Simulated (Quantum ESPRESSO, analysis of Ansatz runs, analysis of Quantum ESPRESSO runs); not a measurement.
**Vacancy with four H in Ge: local vibrational mode against experiment (Quantum ESPRESSO)**

Subject: vacancy with four H in Ge. Wanted: its local vibrational mode, in one set-up (LDA, GBRV 1.5 LDA, 32-site cell, LDA lattice, k: 2x2x2 shifted). The model is a cell of 32 host atoms with 1 Ge taken out and 4 H put in. The frequencies come from force constants among the defect atom and its neighbours, with the masses of the isotopes named. A local or semilocal functional is the cheapest first rung.

Measured beforehand: Ge-H stretch, T2: 2061.5 cm⁻¹ at 9 K, by FTIR absorption, uniaxial stress, isotope substitution (“Hydrogen-Related Defects in Proton-Implanted Silicon and Germanium: An Infrared Absorption Spectroscopy Study”, 1998, Michael Budde, 1998 (PhD thesis, University of Aarhus)).

Method: Quantum ESPRESSO plane-wave DFT, LDA, GBRV 1.5 LDA potentials; relaxation of all atoms of a defect supercell, in Quantum ESPRESSO 7.5.

## Step 1: The structure

The cell holds 35 atoms: 31 Ge and 4 H. Cell: a = 9.723 Å, b = 9.723 Å, c = 9.723 Å, α = 109.5°, β = 109.5°, γ = 109.5°. It derives from Ge (space group Fd-3m). Nearest the centre at fractional (0.500, 0.500, 0.500): H33 at 0.90 Å, H35 at 0.90 Å, H34 at 0.90 Å, H32 at 0.90 Å, Ge31 at 2.43 Å, Ge25 at 2.43 Å, Ge22 at 2.43 Å, Ge26 at 2.43 Å.

The host's primitive cell comes from a first run (Quantum ESPRESSO plane-wave DFT, LDA, GBRV 1.5 LDA potentials; relaxation of cell and atoms of a defect-free cell): vectors of 3.970, 3.970 and 3.970 Å. That is 22.11 Å³ an atom, 2.3 % under the diffraction cell's volume. The supercell is built on it.

## Step 2: Relaxation, charge 0

Every later number rests on the structure around the defect, so the atoms are relaxed at the host's lattice first.

Input file pw.in:

```
&CONTROL
  calculation = 'relax'
  prefix = 'pwscf'
  outdir = './tmp'
  pseudo_dir = './pseudo'
  tprnfor = .true.
  disk_io = 'low'
  nstep = 70
  forc_conv_thr = 0.00039
  etot_conv_thr = 0.0001
/
&SYSTEM
  ibrav = 0
  nat = 35
  ntyp = 2
  ecutwfc = 45
  ecutrho = 360
  nbnd = 223
  occupations = 'smearing'
  smearing = 'fd'
  degauss = 0.00073499
/
&ELECTRONS
  conv_thr = 4d-08
  electron_maxstep = 100
  mixing_beta = 0.5
/
&IONS
  ion_dynamics = 'bfgs'
/
ATOMIC_SPECIES
Ge    72.6300 ge_lda_v1.4.uspp.F.UPF
H      1.0080 h_lda_v1.4.uspp.F.UPF
CELL_PARAMETERS angstrom
  -5.6137325727    5.6137325727    5.6137325727
   5.6137325727   -5.6137325727    5.6137325727
   5.6137325727    5.6137325727   -5.6137325727
ATOMIC_POSITIONS crystal
Ge     0.0000000000    0.0000000000    0.5000000000
Ge     0.0000000000    0.2500000000    0.2500000000
Ge     0.0000000000    0.5000000000    0.0000000000
Ge     0.0000000000    0.7500000000    0.7500000000
Ge     0.2500000000    0.0000000000    0.2500000000
Ge     0.2500000000    0.2500000000    0.0000000000
Ge     0.2500000000    0.5000000000    0.7500000000
Ge     0.2500000000    0.7500000000    0.5000000000
Ge     0.5000000000    0.0000000000    0.0000000000
Ge     0.5000000000    0.2500000000    0.7500000000
Ge     0.5000000000    0.7500000000    0.2500000000
Ge     0.7500000000    0.0000000000    0.7500000000
Ge     0.7500000000    0.2500000000    0.5000000000
Ge     0.7500000000    0.5000000000    0.2500000000
Ge     0.7500000000    0.7500000000    0.0000000000
Ge     0.0000000000    0.0000000000    0.2500000000
Ge     0.0000000000    0.2500000000    0.0000000000
Ge     0.0000000000    0.5000000000    0.7500000000
Ge     0.0000000000    0.7500000000    0.5000000000
Ge     0.2500000000    0.0000000000    0.0000000000
Ge     0.2500000000    0.2500000000    0.7500000000
Ge     0.2500000000    0.5000000000    0.5000000000
Ge     0.2500000000    0.7500000000    0.2500000000
Ge     0.5000000000    0.0000000000    0.7500000000
Ge     0.5000000000    0.2500000000    0.5000000000
Ge     0.5000000000    0.5000000000    0.2500000000
Ge     0.5000000000    0.7500000000    0.0000000000
Ge     0.7500000000    0.0000000000    0.5000000000
Ge     0.7500000000    0.2500000000    0.2500000000
Ge     0.7500000000    0.5000000000    0.0000000000
Ge     0.7500000000    0.7500000000    0.7500000000
H      0.4071490000    0.5000000000    0.5000000000
H      0.5000000000    0.4071490000    0.5000000000
H      0.5000000000    0.5000000000    0.4071490000
H      0.5928510000    0.5928510000    0.5928510000
K_POINTS automatic
2 2 2 1 1 1
```

On the command line:

```
$ OMP_NUM_THREADS=1 mpirun -n 4 pw.x -nk 2 -in pw.in > pw.out
```

What it wrote:

```text
This program is part of the open-source Quantum ESPRESSO suite
     for quantum simulation of materials; please cite
         "P. Giannozzi et al., J. Phys.:Condens. Matter 21 395502 (2009);
         "P. Giannozzi et al., J. Phys.:Condens. Matter 29 465901 (2017);
         "P. Giannozzi et al., J. Chem. Phys. 152 154105 (2020);
          URL
     in publications or presentations arising from this work. More details at

     Message from routine setup:
     using ibrav=0 with symmetry is DISCOURAGED, use correct ibrav instead

     K-points division:     npool     =       2
     Subspace diagonalization in iterative solution of the eigenvalue problem:
     a serial algorithm will be used

     --------------------
     sticks:   dense  smooth     PW     G-vecs:    dense   smooth      PW
     Min        4565    2286    613               275466    97234   13604
     Max        4566    2287    614               275467    97235   13607
     Sum        9131    4573   1227               550933   194469   27211

     Using Slab Decomposition

     bravais-lattice index     =            0
     lattice parameter (alat)  =      18.3743  a.u.
     unit-cell volume          =    4775.4220 (a.u.)^3
     number of atoms/cell      =           35
     number of atomic types    =            2
     number of electrons       =       438.00
     number of Kohn-Sham states=          223
     kinetic-energy cutoff     =      45.0000  Ry
     charge density cutoff     =     360.0000  Ry
     scf convergence threshold =      4.0E-08
     mixing beta               =       0.5000
     number of iterations used =            8  plain     mixing
     energy convergence thresh.=      1.0E-04
     force convergence thresh. =      3.9E-04
     Exchange-correlation=  SLA  PZ   NOGX NOGC
                           (   1   1   0   0   0   0   0)
     nstep                     =           70

     celldm(1)=  18.374317  celldm(2)=   0.000000  celldm(3)=   0.000000
     celldm(4)=   0.000000  celldm(5)=   0.000000  celldm(6)=   0.000000

     crystal axes: (cart. coord. in units of alat)
               a(1) = (  -0.577350   0.577350   0.577350 )
               a(2) = (   0.577350  -0.577350   0.577350 )
               a(3) = (   0.577350   0.577350  -0.577350 )

     reciprocal axes: (cart. coord. in units 2 pi/alat)
               b(1) = ( -0.000000  0.866025  0.866025 )
               b(2) = (  0.866025 -0.000000  0.866025 )
               b(3) = (  0.866025  0.866025  0.000000 )

     PseudoPot. # 1 for Ge read from file:
     ge_lda_v1.4.uspp.F.UPF
     Pseudo is Ultrasoft + core correction, Zval = 14.0
     Generated by new atomic code, or converted to UPF format
     Using radial grid of  873 points,  6 beta functions with:
                l(1) =   0
                l(2) =   0
                l(3) =   1
                l(4) =   1
                l(5) =   2
                l(6) =   2
     Q(r) pseudized with  8 coefficients,  rinner =    1.400   1.400   1.400
                                                       1.400   1.400

     PseudoPot. # 2 for H  read from file:
     h_lda_v1.4.uspp.F.UPF
     Pseudo is Ultrasoft, Zval =  1.0
     Generated by new atomic code, or converted to UPF format
     Using radial grid of  615 points,  2 beta functions with:
                l(1) =   0
                l(2) =   0
     Q(r) pseudized with  8 coefficients,  rinner =    0.700

     atomic species   valence    mass     pseudopotential
     Ge               14.00    72.63000     Ge( 1.00)
     H                 1.00     1.00800     H ( 1.00)

     24 Sym. Ops. (no inversion) found (18 have fractional translation)

   Cartesian axes

     site n.     atom                  positions (alat units)
         1        Ge     tau(   1) = (   0.2886751   0.2886751  -0.2886751  )
         2        Ge     tau(   2) = (   0.2886751   0.0000000   0.0000000  )
         3        Ge     tau(   3) = (   0.2886751  -0.2886751   0.2886751  )
         4        Ge     tau(   4) = (   0.8660254   0.0000000   0.0000000  )
         5        Ge     tau(   5) = (   0.0000000   0.2886751   0.0000000  )
         6        Ge     tau(   6) = (   0.0000000   0.0000000   0.2886751  )
         7        Ge     tau(   7) = (   0.5773503   0.2886751   0.0000000  )
         8        Ge     tau(   8) = (   0.5773503   0.0000000   0.2886751  )
         9        Ge     tau(   9) = (  -0.2886751   0.2886751   0.2886751  )
        10        Ge     tau(  10) = (   0.2886751   0.5773503   0.0000000  )
        11        Ge     tau(  11) = (   0.2886751   0.0000000   0.5773503  )
        12        Ge     tau(  12) = (   0.0000000   0.8660254   0.0000000  )
        13        Ge     tau(  13) = (   0.0000000   0.5773503   0.2886751  )
        14        Ge     tau(  14) = (   0.0000000   0.2886751   0.5773503  )
        15        Ge     tau(  15) = (   0.0000000   0.0000000   0.8660254  )
        16        Ge     tau(  16) = (   0.1443376   0.1443376  -0.1443376  )
[...]
24        Ge     tau(  24) = (   0.1443376   0.7216878  -0.1443376  )
        25        Ge     tau(  25) = (   0.1443376   0.4330127   0.1443376  )
        26        Ge     tau(  26) = (   0.1443376   0.1443376   0.4330127  )
        27        Ge     tau(  27) = (   0.1443376  -0.1443376   0.7216878  )
        28        Ge     tau(  28) = (  -0.1443376   0.7216878   0.1443376  )
        29        Ge     tau(  29) = (  -0.1443376   0.4330127   0.4330127  )
        30        Ge     tau(  30) = (  -0.1443376   0.1443376   0.7216878  )
        31        Ge     tau(  31) = (   0.4330127   0.4330127   0.4330127  )
        32        H      tau(  32) = (   0.3422827   0.2350676   0.2350676  )
        33        H      tau(  33) = (   0.2350676   0.3422827   0.2350676  )
        34        H      tau(  34) = (   0.2350676   0.2350676   0.3422827  )
        35        H      tau(  35) = (   0.3422827   0.3422827   0.3422827  )

     number of k points=     2  Fermi-Dirac smearing, width (Ry)=  0.0007
                       cart. coord. in units 2pi/alat
        k(    1) = (   0.4330127   0.4330127   0.4330127), wk =   0.5000000
        k(    2) = (   0.0000000   0.0000000   0.4330127), wk =   1.5000000

     Dense  grid:   550933 G-vectors     FFT dimensions: ( 120, 120, 120)

     Smooth grid:   194469 G-vectors     FFT dimensions: (  80,  80,  80)

     Initial potential from superposition of free atoms

     starting charge     437.9779, renormalised to     438.0000
     Starting wfcs are  283 randomized atomic wfcs

     Self-consistent Calculation

     iteration #  1     ecut=    45.00 Ry     beta= 0.50
[...]
Ge              -0.0000330893       -0.0000330893        0.2499429774
[...]
NEW-OLD atomic charge density approx. for the potential

     Self-consistent Calculation

[... 76 further cycles ...]
     iteration #  2     ecut=    45.00 Ry     beta= 0.50
     Davidson diagonalization with overlap
     ethr =  8.58E-10,  avg # of iterations =  3.0

     total energy              =   -6610.13791805 Ry
     estimated scf accuracy    <       0.00000055 Ry

     iteration #  3     ecut=    45.00 Ry     beta= 0.50
     Davidson diagonalization with overlap
     ethr =  1.26E-10,  avg # of iterations =  3.0

     total energy              =   -6610.13791809 Ry
     estimated scf accuracy    <       0.00000013 Ry

     iteration #  4     ecut=    45.00 Ry     beta= 0.50
     Davidson diagonalization with overlap
     ethr =  2.89E-11,  avg # of iterations =  4.0

     total energy              =   -6610.13791811 Ry
     estimated scf accuracy    <       0.00000004 Ry

     iteration #  5     ecut=    45.00 Ry     beta= 0.50
     Davidson diagonalization with overlap
     ethr =  8.09E-12,  avg # of iterations =  3.0

     total energy              =   -6610.13791812 Ry
     estimated scf accuracy    <          1.0E-09 Ry

     iteration #  6     ecut=    45.00 Ry     beta= 0.50
     Davidson diagonalization with overlap
     ethr =  2.28E-13,  avg # of iterations =  4.0

     End of self-consistent calculation

          k = 0.4330 0.4330 0.4330 ( 24424 PWs)   bands (ev):

[...]
7.2265   7.2265   7.2265   8.8164   8.8164   8.8164   9.0012

          k = 0.0000 0.0000 0.4330 ( 24339 PWs)   bands (ev):

[...]
6.7135   7.1980   7.1980   8.7046   9.5328   9.5328   9.5869

     the Fermi energy is     8.0237 ev

!    total energy              =   -6610.13791812 Ry
     estimated scf accuracy    <          2.0E-10 Ry
     smearing contrib. (-TS)   =       0.00000000 Ry
     internal energy E=F+TS    =   -6610.13791812 Ry

     The total energy is F=E-TS. E is the sum of the following terms:
     one-electron contribution =   -4402.02414462 Ry
     hartree contribution      =    2597.37593640 Ry
     xc contribution           =   -1778.71687227 Ry
     ewald contribution        =   -3026.77283762 Ry

     convergence has been achieved in   6 iterations

     Forces acting on atoms (cartesian axes, Ry/au):

[...]
Total force =     0.002779     Total SCF correction =     0.000083
     Energy error            =      1.9E-05 Ry
     Gradient error          =      6.1E-04 Ry/Bohr

     number of scf cycles    =  14
     number of bfgs steps    =  13

     energy             old  =   -6610.1378993174 Ry
     energy             new  =   -6610.1379181162 Ry

     CASE: energy            _new < energy            _old

     new trust radius        =       0.0014366610 bohr
     new conv_thr            =       0.0000000004 Ry

ATOMIC_POSITIONS (crystal)
[...]
NEW-OLD atomic charge density approx. for the potential

     Self-consistent Calculation

     iteration #  1     ecut=    45.00 Ry     beta= 0.50
     Davidson diagonalization with overlap
     ethr =  1.00E-06,  avg # of iterations =  2.0

     Threshold (ethr) on eigenvalues was too large:
     Diagonalizing with lowered threshold

     Davidson diagonalization with overlap
     ethr =  2.51E-10,  avg # of iterations =  6.0

     total energy              =   -6610.13792253 Ry
     estimated scf accuracy    <       0.00000095 Ry

     iteration #  2     ecut=    45.00 Ry     beta= 0.50
     Davidson diagonalization with overlap
     ethr =  2.16E-10,  avg # of iterations =  2.0

     total energy              =   -6610.13792257 Ry
     estimated scf accuracy    <       0.00000016 Ry

     iteration #  3     ecut=    45.00 Ry     beta= 0.50
     Davidson diagonalization with overlap
     ethr =  3.64E-11,  avg # of iterations =  3.0

     total energy              =   -6610.13792258 Ry
     estimated scf accuracy    <       0.00000004 Ry

     iteration #  4     ecut=    45.00 Ry     beta= 0.50
     Davidson diagonalization with overlap
     ethr =  1.02E-11,  avg # of iterations =  3.0

     total energy              =   -6610.13792259 Ry
     estimated scf accuracy    <          5.5E-09 Ry

     iteration #  5     ecut=    45.00 Ry     beta= 0.50
     Davidson diagonalization with overlap
     ethr =  1.27E-12,  avg # of iterations =  3.0

     End of self-consistent calculation

          k = 0.4330 0.4330 0.4330 ( 24424 PWs)   bands (ev):

[...]
7.2268   7.2268   7.2268   8.8165   8.8165   8.8165   9.0020

          k = 0.0000 0.0000 0.4330 ( 24339 PWs)   bands (ev):

[...]
-16.3838 -16.3828 -16.3823  -4.5927  -3.6408  -3.6336  -3.6336  -3.4622
    -2.8801  -2.8556  -2.8556  -2.7312  -2.5265  -1.9683  -1.9683  -1.9650
    -1.7348  -0.8955  -0.8955  -0.8429  -0.6318   0.3185   0.3185   0.3420
     0.4642   0.8525   0.8586   0.8586   0.9689   1.2815   2.6075   2.6075
     2.7059   2.9346   3.6829   3.6842   3.6842   3.8403   4.3917   4.4691
     4.4691   4.5449   5.0422   5.0422   5.0530   5.1672   5.2022   5.2022
     5.2175   5.2723   5.2723   5.3052   5.3055   5.4290   5.4290   5.4495
     5.7903   6.3422   6.4355   6.4355   6.4967   6.5622   6.5622   6.5856
     6.7133   7.1980   7.1980   8.7048   9.5330   9.5330   9.5868

     the Fermi energy is     8.0237 ev

!    total energy              =   -6610.13792259 Ry
     estimated scf accuracy    <          2.0E-10 Ry
     smearing contrib. (-TS)   =       0.00000000 Ry
     internal energy E=F+TS    =   -6610.13792259 Ry

     The total energy is F=E-TS. E is the sum of the following terms:
     one-electron contribution =   -4401.90942129 Ry
     hartree contribution      =    2597.31941107 Ry
     xc contribution           =   -1778.71784994 Ry
     ewald contribution        =   -3026.83006243 Ry

     convergence has been achieved in   5 iterations

     Forces acting on atoms (cartesian axes, Ry/au):

[...]
atom   28 type  1   force =    -0.00000301    0.00000301    0.00002404
     atom   29 type  1   force =    -0.00002404   -0.00000301   -0.00000301
     atom   30 type  1   force =    -0.00000301    0.00002404    0.00000301
     atom   31 type  1   force =    -0.00022962   -0.00022962   -0.00022962
     atom   32 type  2   force =     0.00013031   -0.00013031   -0.00013031
     atom   33 type  2   force =    -0.00013031    0.00013031   -0.00013031
     atom   34 type  2   force =    -0.00013031   -0.00013031    0.00013031
     atom   35 type  2   force =     0.00013031    0.00013031    0.00013031

     Total force =     0.000921     Total SCF correction =     0.000103
     SCF correction compared to forces is large: reduce conv_thr to get better values
     Energy error            =      4.5E-06 Ry
     Gradient error          =      2.3E-04 Ry/Bohr

     bfgs converged in  15 scf cycles and  14 bfgs steps
     (criteria: energy <  1.0E-04 Ry, force <  3.9E-04 Ry/Bohr)

     End of BFGS Geometry Optimization

     Final energy             =   -6610.1379225888 Ry

     File ./tmp/pwscf.bfgs deleted, as requested
Begin final coordinates

ATOMIC_POSITIONS (crystal)
[...]
Ge               0.7513016252       -0.0007778948        0.5000000000
Ge               0.7479204800        0.2486983748        0.2486983748
Ge               0.7513016252        0.5000000000       -0.0007778948
Ge               0.7665953728        0.7665953728        0.7665953728
H                0.3918963343        0.5000000000        0.5000000000
H                0.5000000000        0.3918963343        0.5000000000
H                0.5000000000        0.5000000000        0.3918963343
H                0.6081036657        0.6081036657        0.6081036657
End final coordinates

=------------------------------------------------------------------------------=
   JOB DONE.
=------------------------------------------------------------------------------=
```

Wall time 25 min (4 MPI ranks of Arm Neoverse V2, shared host); peak memory 3.4 GiB; 1.7 h of CPU time.

Step by step:

```tsv
step	energy less that of the first step (eV)
0	0.0000
1	-0.0837
2	-0.1640
3	-0.2600
4	-0.3467
5	-0.3717
6	-0.3833
7	-0.3876
8	-0.3896
9	-0.3905
10	-0.3908
11	-0.3911
12	-0.3914
13	-0.3917
14	-0.3917
```

The atoms that moved most (Å):

```tsv
atom	dx	dy	dz	length
Ge31	0.093	0.093	0.093	0.161
Ge22	0.093	-0.093	-0.093	0.161
Ge25	-0.093	0.093	-0.093	0.161
Ge26	-0.093	-0.093	0.093	0.161
H35	0.086	0.086	0.086	0.148
H32	0.086	-0.086	-0.086	0.148
H33	-0.086	0.086	-0.086	0.148
H34	-0.086	-0.086	0.086	0.148
```

The relaxed structure:

```xyz
35
Lattice="-5.6137 5.6137 5.6137 5.6137 -5.6137 5.6137 5.6137 5.6137 -5.6137" Properties=species:S:1:pos:R:3 pbc="T T T"
Ge    2.8069    2.8069   -2.8069
Ge    2.8048   -0.0235   -0.0235
Ge    2.8069   -2.8069    2.8069
Ge    8.4186    0.0235    0.0235
Ge   -0.0235    2.8048   -0.0235
Ge   -0.0235   -0.0235    2.8048
Ge    5.6372    2.8089   -0.0235
Ge    5.6372   -0.0235    2.8089
Ge   -2.8069    2.8069    2.8069
Ge    2.8089    5.6372   -0.0235
Ge    2.8089   -0.0235    5.6372
Ge    0.0235    8.4186    0.0235
Ge   -0.0235    5.6372    2.8089
Ge   -0.0235    2.8089    5.6372
Ge    0.0235    0.0235    8.4186
Ge    1.4151    1.4151   -1.4064
Ge    1.4151   -1.4064    1.4151
Ge    7.0288    1.4064   -1.4151
Ge    7.0288   -1.4151    1.4064
Ge   -1.4064    1.4151    1.4151
Ge    4.1986    4.1986   -1.4064
Ge    4.3035    1.3103    1.3103
Ge    4.1986   -1.4064    4.1986
Ge    1.4064    7.0288   -1.4151
Ge    1.3103    4.3035    1.3103
Ge    1.3103    1.3103    4.3035
Ge    1.4064   -1.4151    7.0288
Ge   -1.4151    7.0288    1.4064
Ge   -1.4064    4.1986    4.1986
Ge   -1.4151    1.4064    7.0288
Ge    4.3035    4.3035    4.3035
H     3.4137    2.2000    2.2000
H     2.2000    3.4137    2.2000
H     2.2000    2.2000    3.4137
H     3.4137    3.4137    3.4137
```

The atoms nearest to the centre after the run:

```tsv
atom	distance (Å)
H34	1.051
H32	1.051
H33	1.051
H35	1.051
Ge26	2.592
Ge25	2.592
Ge22	2.592
Ge31	2.592
```

Neighbours of the added atoms: H32: Ge22 1.54, H33 1.72, H34 1.72 Å; H33: Ge25 1.54, H35 1.72, H32 1.72 Å; H34: Ge26 1.54, H35 1.72, H32 1.72 Å; H35: Ge31 1.54, H33 1.72, H34 1.72 Å.

[end of part 1 of 2]

[Logs are printed without paths, hosts, clocks, repeated set-up lines and the standing remarks that a program may print on its own settings, such as how far it seeks lower states.]

[Hosts, paths, dates, database ids (printed as entryN), source tags and the programs' standing remarks are cut or masked in the printed files.]

[For some hosts the program warned that the k-mesh of the response run may be too coarse for force constants and the static dielectric constant; such warnings are not shown here.]
